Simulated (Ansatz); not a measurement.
# Si_Mg in MgO (Fm-3m): charge-transition levels and formation energies

Aim: at which Fermi levels does Si_Mg in MgO (Fm-3m) change its charge? The model is a cell of 54 host atoms with 1 Mg taken out and 1 Si put in.

Program: Ansatz 0.2.0. Level of theory: place-levels on r2SCAN runs: charge-transition levels and formation energies with image-charge correction and potential alignment at the atomic sites; PAW set soft_1. Results are calculated unless marked as measured.

**Measured values to reproduce.**

“Electronic structure of alkaline earth and post-transition metal oxides” (2009, arxiv:0908.1581) quotes from earlier work for MgO, rocksalt (bulk crystal): band gap (literature experimental gap) 7.83 eV [Literature value based on experiment; other listed experimental values range from 7.7 to …].

## 1. The structure

The cell holds 54 atoms: 26 Mg, 27 O and 1 Si. Its edges and angles: a = 8.925 Å, b = 8.925 Å, c = 8.925 Å, α = 60.0°, β = 60.0°, γ = 60.0°. It derives from MgO (space group Fm-3m). Nearest the centre at fractional (0.667, 0.667, 0.333): Si51 at 0.00 Å, O28 at 2.10 Å, O44 at 2.10 Å, O32 at 2.10 Å, O34 at 2.10 Å, O46 at 2.10 Å, O50 at 2.10 Å, Mg9 at 2.98 Å.

Screening for the image-charge correction: ε∞ = 3.24, ε0 = 10.37, from a response run on this crystal (DFPT, PBEsol) at that run's own cell.

The cell's shortest repeat is 8.9 Å.

## 2. Charge states

Levels follow from differences of total energies between charge states, each relaxed by itself.

Each atom starts 0.05 Å or so off its site in a random direction: a symmetric start keeps its symmetry, and would miss off-centre moves and Jahn–Teller distortions. Forces are taken at one point at (¼, ¼, ¼). The cell holds 1 electron more than the neutral one, with a uniform background that keeps it neutral on the whole. The electron count is odd, so at least one spin is unpaired; this run locks the moment at 1 μB.

The sampling was tested on the host first: at the k-points planned (1x1x1 shifted 0.25 0.25 0.25) its energy lies 0.020 eV an atom from the dense-mesh value, under the bound of 0.02 eV set for this test; that bounds the host's error, not the defect's.

One of the inputs; charge, spin and start change from state to state.

Input file qm1_M1.relax/input.yaml:

```yaml
crystal:
  lattice:
    - [0.0, 6.31124291, 6.31124291]
    - [6.31124291, 0.0, 6.31124291]
    - [6.31124291, 6.31124291, 0.0]
  atoms:
    - { symbol: Mg, position: [0.0, 0.0, 0.0] }
    - { symbol: O, position: [0.16666667, 0.16666667, 0.16666667] }
[... 6 atom lines left out ...]
    - { symbol: Mg, position: [0.0, 0.33333333, 0.33333333] }
[... 3 atom lines left out ...]
    - { symbol: Mg, position: [0.0, 0.66666667, 0.0] }
[... 1 atom line left out ...]
    - { symbol: Mg, position: [0.0, 0.66666667, 0.33333333] }
[... 5 atom lines left out ...]
    - { symbol: Mg, position: [0.33333333, 0.0, 0.33333333] }
[... 6 atom lines left out ...]
    - { symbol: O, position: [0.5, 0.5, 0.5] }
[... 1 atom line left out ...]
    - { symbol: O, position: [0.5, 0.5, 0.83333333] }
[... 1 atom line left out ...]
    - { symbol: O, position: [0.5, 0.83333333, 0.16666667] }
    - { symbol: Mg, position: [0.33333333, 0.66666667, 0.33333333] }
    - { symbol: O, position: [0.5, 0.83333333, 0.5] }
    - { symbol: Mg, position: [0.33333333, 0.66666667, 0.66666667] }
[... 1 atom line left out ...]
    - { symbol: Mg, position: [0.66666667, 0.0, 0.0] }
[... 1 atom line left out ...]
    - { symbol: Mg, position: [0.66666667, 0.0, 0.33333333] }
[... 4 atom lines left out ...]
    - { symbol: O, position: [0.83333333, 0.5, 0.16666667] }
    - { symbol: Mg, position: [0.66666667, 0.33333333, 0.33333333] }
    - { symbol: O, position: [0.83333333, 0.5, 0.5] }
    - { symbol: Mg, position: [0.66666667, 0.33333333, 0.66666667] }
[... 1 atom line left out ...]
    - { symbol: Mg, position: [0.66666667, 0.66666667, 0.0] }
    - { symbol: O, position: [0.83333333, 0.83333333, 0.16666667] }
    - { symbol: Si, position: [0.66666667, 0.66666667, 0.33333333] }
[... 1 atom line left out ...]
    - { symbol: Mg, position: [0.66666667, 0.66666667, 0.66666667] }
    - { symbol: O, position: [0.83333333, 0.83333333, 0.83333333] }
  host:
    repeats: [3, 3, 3]
    atoms:
      - { symbol: Mg, position: [0.0, 0.0, 0.0] }
      - { symbol: O, position: [0.5, 0.5, 0.5] }
total_charge: -1
basis:
  ecutwfc: 500
  xc_grid: 2
hamiltonian:
  xc: r2scan
  pseudopotentials: { kind: paw, azcp: { folder: soft_1 } }
kpoints:
  mp_grid: { grid: [1, 1, 1], shift: [0.25, 0.25, 0.25] }
magnetization:
  spin_polarized: true
  initial_magnetization: 1
  spin_locking: { lock_magnetization: hard }
scf:
  occupations: { method: fixed }
  max_iter: 100
output:
  forces: true
  charged_corrections:
    epsilon: 3.24
    static_epsilon: 10.37
    defect_position: [0.666667, 0.666667, 0.333333]
relax:
  f_tol: 0.02
  max_steps: 80
  random_displacement: { amplitude: 0.05, seed: 534 }
checkpoint:
  write: "../qm1_M1.relax.run"
  compress: false
  write_wavefunctions: true
  write_every: 100000
```

Run with:

```sh
> ansatz run input.yaml --threads 4 --pin off --max-ram 7536MiB --backend cpu --events-out ev --progress --plain --runs-dir out
```

The relaxed structure is kept and the sampling changed to a 2×2×2 shifted mesh.

The run of this state that the levels use, under r2SCAN:

Input file qm1_M1.point/input.yaml:

```yaml
crystal:
  checkpoint: "../qm1_M1.relax.run"
  host: checkpoint
total_charge: -1
basis:
  ecutwfc: 500
  xc_grid: 2
hamiltonian:
  xc: r2scan
  pseudopotentials: { kind: paw, azcp: { folder: soft_1 } }
kpoints:
  mp_grid: { grid: [2, 2, 2], shift: [0.5, 0.5, 0.5] }
magnetization:
  spin_polarized: true
  initial_magnetization: 1
  spin_locking: { lock_magnetization: hard }
scf:
  occupations: { method: fermi_dirac, width: 0.01 }
  max_iter: 100
output:
  forces: true
  eigenvalues: true
  charged_corrections:
    epsilon: 3.24
    static_epsilon: 10.37
    defect_position: [0.666667, 0.666667, 0.333333]
  eigenstates: { localisation: true }
  populations: true
  efg: {}
checkpoint:
  read: "../qm1_M1.relax.run"
  write: "../qm1_M1.point.run"
  compress: false
  write_wavefunctions: false
  write_every: 100000
```

Relaxations under r2SCAN at one point at (¼, ¼, ¼); times on 4 threads of Arm Neoverse V1, shared host:

| charge | moment (μB) | occupations | outcome | steps | largest displacement against the far atoms (Å) | time |
| --- | --- | --- | --- | --- | --- | --- |
| −1 | 1 | fixed | converged | 14 | 0.34 | 6.3 min |
| 0 | 0 | fixed | converged | 18 | 0.32 | 2.9 min |
| +1 | 1 | fixed | converged | 11 | 0.27 | 4.7 min |
| +2 | 0 | fixed | converged | 6 | 0.25 | 69 s |

Single points under r2SCAN at a 2×2×2 shifted mesh; times on 4 threads of Arm Neoverse V1, shared host:

| charge | moment (μB) | occupations | outcome | time |
| --- | --- | --- | --- | --- |
| −1 | 1 | fermi-dirac | converged | 2.7 min |
| 0 | 0 | fermi-dirac | converged | 63 s |
| +1 | 1 | fermi-dirac | converged | 2.4 min |
| +2 | 0 | fermi-dirac | converged | 60 s |

Distances (Å) from Si51 to the nearest atoms after relaxation with r2SCAN:

| charge | moment (μB) | 1. | 2. | 3. | 4. | 5. | 6. |
| --- | --- | --- | --- | --- | --- | --- | --- |
| −1 | 1 | O 1.85 | O 1.85 | O 1.85 | O 2.54 | O 2.54 | O 2.55 |
| 0 | 0 | O 1.85 | O 1.86 | O 1.86 | O 2.52 | O 2.52 | O 2.52 |
| +1 | 1 | O 1.77 | O 1.77 | O 1.77 | O 2.36 | O 2.36 | O 2.36 |
| +2 | 0 | O 1.85 | O 1.85 | O 1.85 | O 1.85 | O 1.86 | O 1.86 |

## 3. Levels against the band edges, r2SCAN

A charged cell interacts with its images and the background, and its potential has another zero than the host's. place-levels removes the first by a point-charge model, screened by the static dielectric constant since the ions have relaxed around the charge, and the second by comparing potentials at atoms far from the defect.

The host is a run of the defect-free crystal in the same cutoffs, grids and k-points, so that basis and sampling errors cancel in part in the differences. The host is run in a cell of 2 atoms on a matching mesh. Its band edges are searched through the zone by a band path, so the gap is smaller than, or equal to, that on the mesh. Chemical potentials are energies per atom of Mg (hcp) and Si (diamond), run with the same functional and cutoff.

Input file levels.point.yaml:

```yaml
host:
  run: host.point.run
states: [qm1_M1.point.run, q0.point.run, qp1_M1.point.run, qp2.point.run]
geometry_from:
  qm1_M1.point.run: qm1_M1.relax.run
  q0.point.run: q0.relax.run
  qp1_M1.point.run: qp1_M1.relax.run
  qp2.point.run: qp2.relax.run
chemical_potentials:
  Mg:
    energy: -1926.407918
    dataset: "<sha256 of the dataset>"
  Si:
    energy: -639.06578
    dataset: <sha256 of the dataset>
epsilon: 3.24
static_epsilon: 10.37
vertical:
  - { from: qm1_M1.point.run, to: qm1_M1.point_neutral.run }
  - { from: qp1_M1.point.run, to: qp1_M1.point_neutral.run }
  - { from: qp2.point.run, to: qp2.point_neutral.run }
```

Run with:

```sh
> ansatz place-levels levels.point.yaml -- --threads 4 --pin off --max-ram 7536MiB
```

Numbers of over 12 decimals in the logs are rounded to 6 here.

What it wrote:

```text
[... repeated set-up lines and file paths are left out, and long positions are rounded to six places ...]
(+2/+1) 4.918 eV above the valence edge, 0.760 eV under the conduction edge; not on the lower envelope
(+1/0) 4.325 eV above the valence edge, 1.353 eV under the conduction edge; not on the lower envelope
(0/-1) 5.720 eV above the valence edge (+6.975 eV without the band-filling correction), in the conduction band
(+2/0) 4.621 eV above the valence edge, 1.056 eV under the conduction edge: charges between them are lowest nowhere
formation energy of charge +2: -2.923 eV with the Fermi level at the valence edge
formation energy of charge +1: +1.995 eV with the Fermi level at the valence edge
formation energy of charge 0: +6.320 eV with the Fermi level at the valence edge
formation energy of charge -1: +12.040 eV with the Fermi level at the valence edge
vertical -1 to 0: no energy, since no alignment is typed
  the change from vertical[0].from (qm1_M1.point.run) to vertical[0].to (qm1_M1.point_neutral.run): by its potential at epsilon 3.24 it stands at 0.903 0.504 0.571, with an rms radius of about 4.2 Å (2.6 2.0 2.6 Å across the planes of the cell's vectors); [...]
vertical +1 to 0: no energy, since no alignment is typed
  the change from vertical[1].from (qp1_M1.point.run) to vertical[1].to (qp1_M1.point_neutral.run): by its spins about the atoms it stands at 0.674 0.674 0.340, with an rms radius of about 2.3 Å (1.3 1.3 1.3 Å across the planes of the cell's vectors); [...]
vertical +2 to 0: no energy, since no alignment is typed
  the change from vertical[2].from (qp2.point.run) to vertical[2].to (qp2.point_neutral.run): by its potential at epsilon 3.24 it stands at 0.666 0.666 0.334, with an rms radius of about 4.6 Å (2.7 2.7 2.7 Å across the planes of the cell's vectors); [...]
  edges by r2scan, gap 5.678 eV; the host is sampled to repeats of 17.85 Å
  the defect's cells are sampled to repeats of 17.85 Å, like sampling
  charge +2: -66185.6591 eV with its correction of +0.974 eV, at epsilon 10.37, aligned at sites: -0.0171 eV, mean over 21 atomic sites at or beyond 4.46 Å from the defect at [0.6667, 0.6667, 0.3333], with -0.000000 for the charge's moments and without [...]
  charge +1: -66173.0567 eV with its correction of +0.275 eV, at epsilon 10.37, aligned at sites: +0.0228 eV, mean over 21 atomic sites at or beyond 4.46 Å from the defect at [0.6667, 0.6667, 0.3333], with -0.000000 for the charge's moments and without [...]
  charge 0: +0.000 eV for its dipole among its images, +0.404 omitted
  charge -1: -66146.3882 eV with its correction of +0.137 eV, at epsilon 10.37, aligned at sites: +0.1147 eV, mean over 21 atomic sites at or beyond 4.46 Å from the defect at [0.6667, 0.6667, 0.3333], with -0.000000 for the charge's moments and without [...]
  of states[3] (qp2.point.run): it parts from the run at its places by a charge that spreads by about 2.7 Å along one vector (1.3 Å or more is wide), by its potential at epsilon 3.24, taken for that of held ions (one typed too small widens it), where the cell [...]
  of states[2] (qp1_M1.point.run): it parts from the run at its places by a charge that spreads by about 1.3 Å along one vector (1.3 Å or more is wide), by the spins about the atoms, where the cell does not tell a trapped carrier from a band state. [...]
  of states[1] (q0.point.run): its alignment with the host at atomic sites is doubtful: the cell is too small to show whether the defect's potential has decayed: take a larger one; [...]
  of states[0] (qm1_M1.point.run): it parts from the run at its places by a charge that spreads by about 2.6 Å along one vector (1.3 Å or more is wide), by its potential at epsilon 3.24, taken for that of held ions (one typed too small widens it), where the [...]
  of vertical[0].from (qm1_M1.point.run): its moments are held at its close (magnetization.spin_locking), by a field of 0.284 eV a Bohr magneton, and its energy and levels are of the state that this holds: a run that lets them go can end lower; [...]
  of vertical[1].from (qp1_M1.point.run): stability_check_not_made; [...]
  of vertical[2].from (qp2.point.run): it parts from the run at its places by a charge that spreads by about 2.7 Å along one vector (1.3 Å or more is wide), by its potential at epsilon 3.24, taken for that of held ions (one typed too small widens it), where [...]
```

Wall time 0.47 s (4 threads of Arm Neoverse V1, shared host).

[end of part 1 of 2]

[Logs are printed without paths, hosts, clocks, repeated set-up lines and the standing remarks that a program may print on its own settings, such as how far it seeks lower states.]

[Hosts, paths, dates, database ids (printed as entryN), source tags and the programs' standing remarks are cut or masked in the printed files.]

[Where a table of states has a column of steps, it counts the stored structures, which are thinned; the runs took as many ionic steps or more.]

[A defect's name tells the site on which it was built; relaxed atoms can leave that site.]

[For some hosts the program warned that the k-mesh of the response run may be too coarse for force constants and the static dielectric constant; such warnings are not shown here.]
